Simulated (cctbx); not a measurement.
# A crystallographic session in cctbx: CBr3

Library: cctbx 2025.11. The data are simulated by the first script.

## 1. Simulate the data

run.py:

```python
from cctbx import adptbx, crystal, miller, sgtbx, xray
from cctbx.array_family import flex
from iotbx.shelx import hklf
from scitbx import matrix
import scitbx.random

cs = crystal.symmetry(unit_cell=(6.67, 19.841, 10.696, 90, 107.39, 90), space_group_symbol='Hall: -P 2ybc')  # P2_1/c
atoms = [  # label, site, U (iso, or U11 U22 U33 U12 U13 U23 in A^2), occupancy
    ("Br1", (0.6928, 0.0753, 0.6922), (0.0112, 0.0108, 0.0058, -0.0006, 0.0009, 0.0023), 1),
    ("Br2", (0.2575, 0.1472, 0.5775), (0.0129, 0.0105, 0.0107, 0.0035, 0.0069, 0.0036), 1),
    ("Br3", (0.4576, 0.1294, 0.8883), (0.0225, 0.0115, 0.0116, 0.0023, 0.0040, -0.0006), 1),
    ("Br4", (0.7667, 0.0571, 0.279), (0.0189, 0.0112, 0.0223, 0.0027, 0.0066, 0.0006), 1),
    ("Br5", (0.0753, 0.1405, 0.1627), (0.0101, 0.0122, 0.0122, -0.0010, 0.0028, -0.0004), 1),
    ("Br6", (0.7556, 0.2163, 0.2724), (0.0197, 0.0074, 0.0198, -0.0001, 0.0057, 0.0026), 1),
    ("C1", (0.4746, 0.116, 0.7204), (0.0109, 0.0120, 0.0118, -0.0005, 0.0041, 0.0003), 1),
    ("C2", (0.8537, 0.1371, 0.23), (0.0211, 0.0385, 0.0213, -0.0009, -0.0056, -0.0123), 1),
]
xs = xray.structure(crystal_symmetry=cs)
for label, site, u, occ in atoms:
    u = adptbx.u_cif_as_u_star(cs.unit_cell(), u) if isinstance(u, tuple) else u
    xs.add_scatterer(xray.scatterer(label, site=site, u=u, occupancy=occ))
xs.set_inelastic_form_factors(0.71073, "sasaki")
xs.show_summary()
p1 = xs.expand_to_p1()
ms = miller.build_set(p1, anomalous_flag=True, d_min=0.7)
flex.set_random_seed(721020)
scitbx.random.set_random_seed(721020)
ms = ms.select(flex.random_double(ms.size()) < 0.95)
i = ms.structure_factors_from_scatterers(p1, algorithm="direct").f_calc().as_intensity_array().data()
i = i * 20000 / flex.max(i)
sig = flex.sqrt(i + flex.pow2(0.02 * i) + 2 ** 2)
noise = scitbx.random.variate(scitbx.random.normal_distribution())(i.size())
data = ms.array(data=i + sig * noise, sigmas=sig).set_observation_type_xray_intensity()
with open("data.hkl", "w") as f:
    data.export_as_shelx_hklf(f)
print("reflections written:", data.size(), " <I/sigma> = %.1f" % flex.mean(data.data() / data.sigmas()))
for h, a, b in list(data.sort("data"))[:12]:
    print("%4d%4d%4d %9.1f %7.1f" % (h + (a, b)))
```

```console
$ python run.py
```

```text
Number of scatterers: 8
At special positions: 0
Unit cell: (6.67, 19.841, 10.696, 90, 107.39, 90)
Space group: P 1 21/c 1 (No. 14)
reflections written: 15696  <I/sigma> = 14.0
  -1   5   0   20654.8   424.3
   1   5   0   20410.4   424.3
   1  -5   0   19664.0   424.3
  -1  -5   0   19632.3   424.3
  -2   0   4   15945.9   334.6
  -2   0   2   15870.0   325.7
   2   0  -2   15517.4   325.7
   2   0  -4   14993.8   334.6
  -1  -1  -2   14730.8   310.4
   1   1   2   14568.5   310.4
   1  -1   2   14422.5   310.4
   0 -14   0   14148.5   302.9
```

Run time: 0.49 s on 1 thread of Arm Neoverse N1, with other jobs on the host, peak memory 0.07 GiB.

## 2. Symmetry

run.py:

```python
from cctbx import crystal, sgtbx, statistics
from cctbx.array_family import flex
from iotbx.shelx import hklf

p1 = crystal.symmetry(unit_cell=(6.67, 19.841, 10.696, 90, 107.39, 90), space_group_symbol="P 1")
raw = hklf.reader(file_name="data.hkl").as_miller_arrays(crystal_symmetry=p1, anomalous=True)[0]
print(raw.size(), "reflections to d = %.3f A" % raw.d_min())
isig = raw.data() / raw.sigmas()
print("centring   violations  <I/sigma> of those")
best = "P"
for c in "ABCIRF":
    a = raw.customized_copy(space_group_info=sgtbx.space_group_info("Hall: %s 1" % c)).sys_absent_flags().data()
    m = flex.mean(isig.select(a))
    print("%5s %10d of %5d %8.1f" % (c, (isig.select(a) > 4).count(True), a.count(True), m))
    if (isig.select(a) > 4).count(True) < 0.01 * a.count(True):
        best = c
raw = raw.select(~raw.customized_copy(space_group_info=sgtbx.space_group_info("Hall: %s 1" % best)).sys_absent_flags().data())
isig = raw.data() / raw.sigmas()
rows = []
for s in sgtbx.space_group_symbol_iterator():
    g = sgtbx.space_group(s)
    if g.conventional_centring_type_symbol() != best or not g.is_compatible_unit_cell(p1.unit_cell(), 1e-3, 0.02):
        continue
    rows.append((s, g))
print("Laue class    unique    Rint  (classes that these axes allow; Friedel mates merged)")
rint = {}
for s, g in rows:
    laue = g.build_derived_patterson_group()
    key = laue.type().hall_symbol()
    if key not in rint:
        m = raw.customized_copy(space_group_info=laue.info(), anomalous_flag=False).merge_equivalents()
        rint[key] = m.r_int()
        print("%-14s %6d %7.3f" % (laue.type().lookup_symbol(), m.array().size(), m.r_int()))
floor = min(rint.values())
good = [(s, g) for s, g in rows if rint[g.build_derived_patterson_group().type().hall_symbol()] < 2 * floor + 0.03]
top = max(g.build_derived_patterson_group().order_z() for s, g in good)
print("space group    extra absences  I>4sigma  <I/sigma>")
for s, g in good:
    laue = g.build_derived_patterson_group()
    if laue.order_z() != top:
        continue
    a = raw.customized_copy(space_group_info=g.info()).sys_absent_flags().data()
    a &= ~raw.customized_copy(space_group_info=laue.info()).sys_absent_flags().data()
    bad = (isig.select(a) > 4).count(True)
    if bad <= 0.03 * a.count(True):
        print("%-16s %8d %10d %9s  %s" % (s.universal_hermann_mauguin(), a.count(True), bad, "%.1f" % flex.mean(isig.select(a)) if a.count(True) else "-", "centric" if g.is_centric() else "acentric"))
laue = max(good, key=lambda t: t[1].build_derived_patterson_group().order_z())[1].build_derived_patterson_group()
f = raw.customized_copy(space_group_info=laue.info(), anomalous_flag=False).merge_equivalents().array().eliminate_sys_absent().f_sq_as_f()
f.set_observation_type_xray_amplitude()
bins = max(3, min(8, f.size() // 12))
f.setup_binner(n_bins=bins)
w = statistics.wilson_plot(f, {e: n / laue.order_z() for e, n in {'Br': 24.0, 'C': 8.0}.items()}, e_statistics=True)
print("Wilson B = %.2f A^2   <|E^2-1|> = %.3f (0.968 centric, 0.736 acentric)   E^2>4: %.1f %%" % (w.wilson_b, w.mean_e_sq_minus_1, w.percent_e_sq_gt_2))
print("shell (A)         n   <I/sigma>")
m = raw.customized_copy(space_group_info=laue.info(), anomalous_flag=False).merge_equivalents().array().eliminate_sys_absent()
for b in m.setup_binner(n_bins=bins).range_used():
    sel = m.binner().selection(b)
    print("%5.2f - %4.2f %6d %8.1f" % (min(m.binner().bin_d_range(b)[0] if m.binner().bin_d_range(b)[0] > 0 else 99, 99), m.binner().bin_d_range(b)[1], sel.count(True), flex.mean((m.data() / m.sigmas()).select(sel))))
```

```console
$ python run.py
```

```text
15696 reflections to d = 0.700 A
centring   violations  <I/sigma> of those
    A       6195 of  7849     13.9
    B       6357 of  7878     14.1
    C       6250 of  7851     13.7
    I       6289 of  7866     13.9
    R       8376 of 10461     14.0
    F       9401 of 11789     13.9
Laue class    unique    Rint  (classes that these axes allow; Friedel mates merged)
P -1             8249   0.022
P 1 2/m 1        4260   0.027
space group    extra absences  I>4sigma  <I/sigma>
P 1 2 1                 0          0         -  acentric
P 1 21 1               26          0       0.1  acentric
P 1 m 1                 0          0         -  acentric
P 1 c 1               212          0       0.1  acentric
P 1 2/m 1               0          0         -  centric
P 1 21/m 1             26          0       0.1  centric
P 1 2/c 1             212          0       0.1  centric
P 1 21/c 1            238          0       0.1  centric
Wilson B = 1.01 A^2   <|E^2-1|> = 0.958 (0.968 centric, 0.736 acentric)   E^2>4: 4.7 %
shell (A)         n   <I/sigma>
19.85 - 1.40    547     34.2
 1.40 - 1.11    524     31.3
 1.11 - 0.97    536     27.6
 0.97 - 0.88    537     23.6
 0.88 - 0.82    523     21.5
 0.82 - 0.77    519     20.6
 0.77 - 0.73    531     19.4
 0.73 - 0.70    543     17.6
```

Time: 0.45 s.

## 3. Charge flipping

run.py:

```python
import itertools
from cctbx import crystal, maptbx
from cctbx.array_family import flex
from iotbx.shelx import hklf
from smtbx.ab_initio import charge_flipping as cf

cs = crystal.symmetry(unit_cell=(6.67, 19.841, 10.696, 90, 107.39, 90), space_group_symbol='Hall: -P 2ybc')  # P2_1/c
raw = hklf.reader(file_name="data.hkl").as_miller_arrays(crystal_symmetry=cs, anomalous=True)[0]
merged = raw.eliminate_sys_absent().merge_equivalents()
fo2 = merged.array().set_observation_type_xray_intensity()
f = fo2.average_bijvoet_mates().f_sq_as_f().resolution_filter(d_min=0.8)
p1 = f.expand_to_p1()
p1.setup_binner_counting_sorted(reflections_per_bin=max(40, p1.size() // 12))
work = p1.array(data=p1.data() / p1.amplitude_quasi_normalisations().data())
flex.set_random_seed(61387)
it = cf.weak_reflection_improved_iterator(delta=None, weak_reflection_fraction=0.3)
it.start(work, phases=flex.random_double(p1.size()) * 6.2832, f_000=0)
it.delta = 0.9 * it.rho_map.sigma()
print("cycle      R  skewness")
for n, st in enumerate(itertools.islice(it, 200)):
    if n % 16 == 0:
        print("%5d %6.3f %8.2f" % (n, st.r1_factor(), st.rho_map.skewness()))
rho = p1.phase_transfer(it.f_calc).fft_map().apply_volume_scaling()
polish = cf.low_density_elimination_iterator(constant_rho_c=rho.sigma())
polish.start(f_obs=p1, phases=it.f_calc, f_000=0)
for _ in range(8):
    next(polish)
print("origin shift          correlation  skewness")
maps = []
for fc, shift, cc in itertools.islice(cf.f_calc_symmetrisations(f, polish.f_calc, 0), 4):
    m = f.phase_transfer(fc).fft_map(symmetry_flags=maptbx.use_space_group_symmetry, resolution_factor=0.25).apply_sigma_scaling()
    maps.append((m.skewness(), cc, m))
    print("%6.3f %6.3f %6.3f %10.3f %9.2f" % (tuple(shift) + (cc, m.skewness())))
skew, cc, m = max((t for t in maps if t[1] > maps[0][1] - 0.04), key=lambda t: t[0])
print("taken: symmetry correlation %.3f, skewness %.2f" % (cc, skew))
peaks = m.peak_search(parameters=maptbx.peak_search_parameters(min_distance_sym_equiv=0.9, max_clusters=13)).all()
sps = cs.special_position_settings(min_distance_sym_equiv=0.5)
print("peak      x       y       z  mult  height/sigma")
for k, (x, h) in enumerate(zip(peaks.sites(), peaks.heights())):
    ss = sps.site_symmetry(x)
    print("Q%-3d %7.4f %7.4f %7.4f %4d %8.1f" % ((k + 1,) + tuple(t % 1 for t in ss.exact_site()) + (ss.multiplicity(), h)))
```

```console
$ python run.py
```

```text
cycle      R  skewness
    0  0.645     0.13
   16  0.434     1.25
   32  0.431     1.41
   48  0.428     1.63
   64  0.439     1.83
   80  0.431     2.10
   96  0.446     2.58
  112  0.454     4.28
  128  0.468     5.63
  144  0.473     6.01
  160  0.477     5.95
  176  0.480     5.97
  192  0.472     5.89
origin shift          correlation  skewness
 0.057  0.048  0.125      0.772      0.85
 0.067  0.009  0.351      0.765      0.90
 0.059  0.009  0.127      0.769      0.69
 0.058  0.139  0.127      0.765      0.88
taken: symmetry correlation 0.765, skewness 0.90
peak      x       y       z  mult  height/sigma
Q1    0.2816  0.1448  0.5785    4      7.0
Q2    0.0728  0.7194  0.0339    4      6.5
Q3    0.2109  0.5879  0.2123    4      6.2
Q4    0.2296  0.1439  0.9739    4      6.0
Q5    0.3977  0.7205  0.0178    4      5.2
Q6    0.0122  0.0880  0.1181    4      4.9
Q7    0.2075  0.6686  0.2154    4      4.8
Q8    0.1768  0.5742  0.3733    4      4.7
Q9    0.4497  0.6911  0.9411    4      4.5
Q10   0.1014  0.1554  0.1591    4      4.5
Q11   0.4055  0.5507  0.0244    4      4.5
Q12   0.2255  0.5071  0.7746    4      4.4
Q13   0.1904  0.5589  0.0288    4      4.3
```

Time: 1.1 s.

## 4. Refinement (model from the peaks)

run.py:

```python
import math
from cctbx import adptbx, crystal, maptbx, sgtbx, xray
from cctbx.array_family import flex
from cctbx.xray import observations
from iotbx.shelx import hklf
from scitbx.lstbx import normal_eqns_solving
from smtbx import absolute_structure, utils
from smtbx.refinement import constraints, least_squares

cs = crystal.symmetry(unit_cell=(6.67, 19.841, 10.696, 90, 107.39, 90), space_group_symbol='Hall: -P 2ybc')  # P2_1/c
atoms = [  # label, site, U (iso, or U11 U22 U33 U12 U13 U23 in A^2), occupancy
    ("Br1", (0.2816, 0.1448, 0.5785), 0.0200, 1),
    ("Br2", (0.0728, 0.7194, 0.0339), 0.0200, 1),
    ("Br3", (0.2109, 0.5879, 0.2123), 0.0200, 1),
    ("Br4", (0.2296, 0.1439, 0.9739), 0.0200, 1),
    ("Br5", (0.3977, 0.7205, 0.0178), 0.0200, 1),
    ("Br6", (0.0122, 0.088, 0.1181), 0.0200, 1),
]
xs = xray.structure(crystal_symmetry=cs)
for label, site, u, occ in atoms:
    u = adptbx.u_cif_as_u_star(cs.unit_cell(), u) if isinstance(u, tuple) else u
    xs.add_scatterer(xray.scatterer(label, site=site, u=u, occupancy=occ))
xs.set_inelastic_form_factors(0.71073, "sasaki")
raw = hklf.reader(file_name="data.hkl").as_miller_arrays(crystal_symmetry=cs, anomalous=True)[0]
merged = raw.eliminate_sys_absent().merge_equivalents()
fo2 = merged.array().set_observation_type_xray_intensity()
print("Rint %.3f, %d unique reflections to %.2f A" % (merged.r_int(), fo2.size(), fo2.d_min()))
for sc in xs.scatterers():
    sc.flags.set_grad_site(True)
    sc.flags.set_grad_u_aniso(sc.flags.use_u_aniso())
    sc.flags.set_grad_u_iso(sc.flags.use_u_iso())
obs = fo2.as_xray_observations()
extra = {}
rep = constraints.reparametrisation(xs, [], utils.connectivity_table(xs), **extra)
ls = least_squares.crystallographic_ls(obs, rep, weighting_scheme=least_squares.mainstream_shelx_weighting(a=0, b=0))
print("cycle     R1     wR2    GooF  max shift (A)")
for cycle in range(6):
    ls.build_up()
    r1, wr2, goof = ls.r1_factor(cutoff_factor=2)[0], ls.wR2(), ls.goof()
    old = xs.sites_cart()
    normal_eqns_solving.levenberg_marquardt_iterations(ls, n_max_iterations=3, tau=0.0001, step_threshold=1e-7)
    big = flex.max((xs.sites_cart() - old).norms())
    print("%4d %7.4f %7.4f %7.3f %9.5f" % (cycle + 1, r1, wr2, goof, big))
    ls.build_up(objective_only=True)
    if abs(ls.wR2() - wr2) < 5e-5 and big < 5e-4:
        break
ls.build_up()
print("final R1 %.4f wR2 %.4f GooF %.3f  parameters %d  data/parameter %.1f" % (ls.r1_factor(cutoff_factor=2)[0], ls.wR2(), ls.goof(), ls.n_parameters, fo2.size() / ls.n_parameters))
cov = ls.covariance_matrix_and_annotations()
su = dict(zip(cov.annotations, (math.sqrt(max(v, 0)) for v in cov.matrix.matrix_packed_u_diagonal())))
a2 = cs.unit_cell().reciprocal_parameters()[0] ** -2
print("atom        x        y        z      Ueq    occ   su(xyz)  su(Uiso or U11)")
for sc in xs.scatterers():
    s = max(su.get(sc.label + k, 0) for k in (".x", ".y", ".z"))
    npd = "" if sc.is_positive_definite_u(cs.unit_cell()) else "  NPD"
    print("%-5s %8.5f %8.5f %8.5f %8.4f %6.3f %8.5f %7.4f%s" % ((sc.label,) + sc.site + (sc.u_iso_or_equiv(cs.unit_cell()), sc.occupancy, s, su.get(sc.label + ".uiso", su.get(sc.label + ".u11", 0) * a2), npd)))
fo = fo2.f_sq_as_f()
fc = fo.structure_factors_from_scatterers(xs, algorithm="direct").f_calc()
diff = fo.f_obs_minus_f_calc(1 / math.sqrt(ls.scale_factor()), fc).average_bijvoet_mates()
m = diff.fft_map(symmetry_flags=maptbx.use_space_group_symmetry, resolution_factor=0.25).apply_volume_scaling()
print("difference map: max %.2f min %.2f rms %.2f" % (m.statistics().max(), m.statistics().min(), m.statistics().sigma()))
peaks = m.peak_search(parameters=maptbx.peak_search_parameters(min_distance_sym_equiv=0.6, max_clusters=7)).all()
near = xs.closest_distances(peaks.sites(), distance_cutoff=4)
sps = cs.special_position_settings(min_distance_sym_equiv=0.5)
for k, (x, h) in enumerate(zip(peaks.sites(), peaks.heights())):
    ss = sps.site_symmetry(x)
    print("Q%-3d %7.4f %7.4f %7.4f %4d %7.2f  %.2f A from %s" % ((k + 1,) + tuple(t % 1 for t in ss.exact_site()) + (ss.multiplicity(), h, near.smallest_distances[k], xs.scatterers()[near.i_seqs[k]].label)))
```

```console
$ python run.py
```

```text
Rint 0.027, 4136 unique reflections to 0.70 A
cycle     R1     wR2    GooF  max shift (A)
   1  0.8925  0.9914  31.450   0.31865
   2  0.8293  0.9790  31.060   0.20780
   3  0.8182  0.9763  30.974   0.09301
   4  0.8137  0.9751  30.934   0.11430
   5  0.8086  0.9737  30.890   0.17957
   6  0.8017  0.9718  30.829   0.06650
final R1 0.7993 wR2 0.9709 GooF 30.801  parameters 24  data/parameter 172.3
atom        x        y        z      Ueq    occ   su(xyz)  su(Uiso or U11)
Br1    0.28022  0.13392  0.56942   0.0001  1.000  0.00464  0.0052
Br2    0.05038  0.72882 -0.02063   0.0315  1.000  0.00795  0.0114
Br3    0.24252  0.57534  0.20181   0.0001  1.000  0.00470  0.0051
Br4    0.21847  0.14461  0.97552   0.0001  1.000  0.00442  0.0050
Br5    0.41159  0.71656  0.03681   0.0001  1.000  0.00431  0.0051
Br6    0.01932  0.11906  0.10447   0.0001  1.000  0.00441  0.0049
difference map: max 544.00 min -111.69 rms 30.95
Q1    0.2210  0.1431  0.9766    4  570.98  0.04 A from Br4
Q2    0.2797  0.1348  0.5705    4  524.64  0.02 A from Br1
Q3    0.2425  0.5749  0.2041    4  520.24  0.03 A from Br3
Q4    0.4096  0.7163  0.0375    4  447.99  0.02 A from Br5
Q5    0.0201  0.1193  0.1079    4  373.29  0.04 A from Br6
Q6    0.3998  0.5639  0.0438    4  197.05  2.25 A from Br3
Q7    0.2249  0.7192  0.6257    4  178.96  1.94 A from Br2
```

Time: 0.86 s.

Figures of merit this high mean that the model is still wrong or incomplete.

## 5. Refinement (atoms added from the difference map)

run.py, as its changes from the last script of this kind:

```diff
@@ -12,6 +12,8 @@
-    ("Br1", (0.2816, 0.1448, 0.5785), 0.0200, 1),
-    ("Br2", (0.0728, 0.7194, 0.0339), 0.0200, 1),
-    ("Br3", (0.2109, 0.5879, 0.2123), 0.0200, 1),
-    ("Br4", (0.2296, 0.1439, 0.9739), 0.0200, 1),
-    ("Br5", (0.3977, 0.7205, 0.0178), 0.0200, 1),
-    ("Br6", (0.0122, 0.088, 0.1181), 0.0200, 1),
+    ("Br1", (0.28022, 0.13392, 0.56942), 0.0030, 1),
+    ("Br2", (0.05038, 0.72882, -0.02063), 0.0315, 1),
+    ("Br3", (0.24252, 0.57534, 0.20181), 0.0030, 1),
+    ("Br4", (0.21847, 0.14461, 0.97552), 0.0030, 1),
+    ("Br5", (0.41159, 0.71656, 0.03681), 0.0030, 1),
+    ("Br6", (0.01932, 0.11906, 0.10447), 0.0030, 1),
+    ("C1", (0.3998, 0.5639, 0.0438), 0.0200, 1),
+    ("C2", (0.2249, 0.7192, 0.6257), 0.0200, 1),
@@ -62 +64 @@
-peaks = m.peak_search(parameters=maptbx.peak_search_parameters(min_distance_sym_equiv=0.6, max_clusters=7)).all()
+peaks = m.peak_search(parameters=maptbx.peak_search_parameters(min_distance_sym_equiv=0.6, max_clusters=5)).all()
```

```console
$ python run.py
```

```text
Rint 0.027, 4136 unique reflections to 0.70 A
cycle     R1     wR2    GooF  max shift (A)
   1  0.7985  0.9707  30.825   0.76458
   2  0.8052  0.9724  30.880   0.47041
   3  0.7970  0.9701  30.805   0.88735
   4  0.7969  0.9701  30.806   3.67542
   5  0.7956  0.9697  30.793   0.63992
   6  0.7947  0.9694  30.783   0.77156
final R1 0.8018 wR2 0.9713 GooF 30.845  parameters 32  data/parameter 129.2
atom        x        y        z      Ueq    occ   su(xyz)  su(Uiso or U11)
Br1    0.28365  0.13438  0.56910   0.0039  1.000  0.00489  0.0056
Br2    0.04349  0.73423 -0.01167   0.0386  1.000  0.00814  0.0128
Br3    0.23250  0.57504  0.20040   0.0084  1.000  0.00551  0.0059
Br4    0.21896  0.14438  0.97420   0.0091  1.000  0.00536  0.0063
Br5    0.41595  0.71651  0.03495   0.0012  1.000  0.00436  0.0050
Br6    0.02514  0.12038  0.10448   0.0011  1.000  0.00434  0.0049
C1     0.44688  0.49542  0.13791   0.0356  1.000  0.08452  0.1110
C2     0.08682  0.57017  0.64560   0.0274  1.000  0.08114  0.0906
difference map: max 478.38 min -110.10 rms 28.60
Q1    0.2840  0.1359  0.5691    4  501.94  0.03 A from Br1
Q2    0.2205  0.1433  0.9757    4  500.97  0.03 A from Br4
Q3    0.2329  0.5747  0.2018    4  469.97  0.02 A from Br3
Q4    0.4125  0.7169  0.0354    4  421.16  0.03 A from Br5
Q5    0.0253  0.1206  0.1075    4  378.99  0.03 A from Br6
```

Time: 0.86 s.

Figures of merit this high mean that the model is still wrong or incomplete.

[Logs are printed without paths, hosts, clocks, repeated set-up lines and the standing remarks that a program may print on its own settings, such as how far it seeks lower states.]
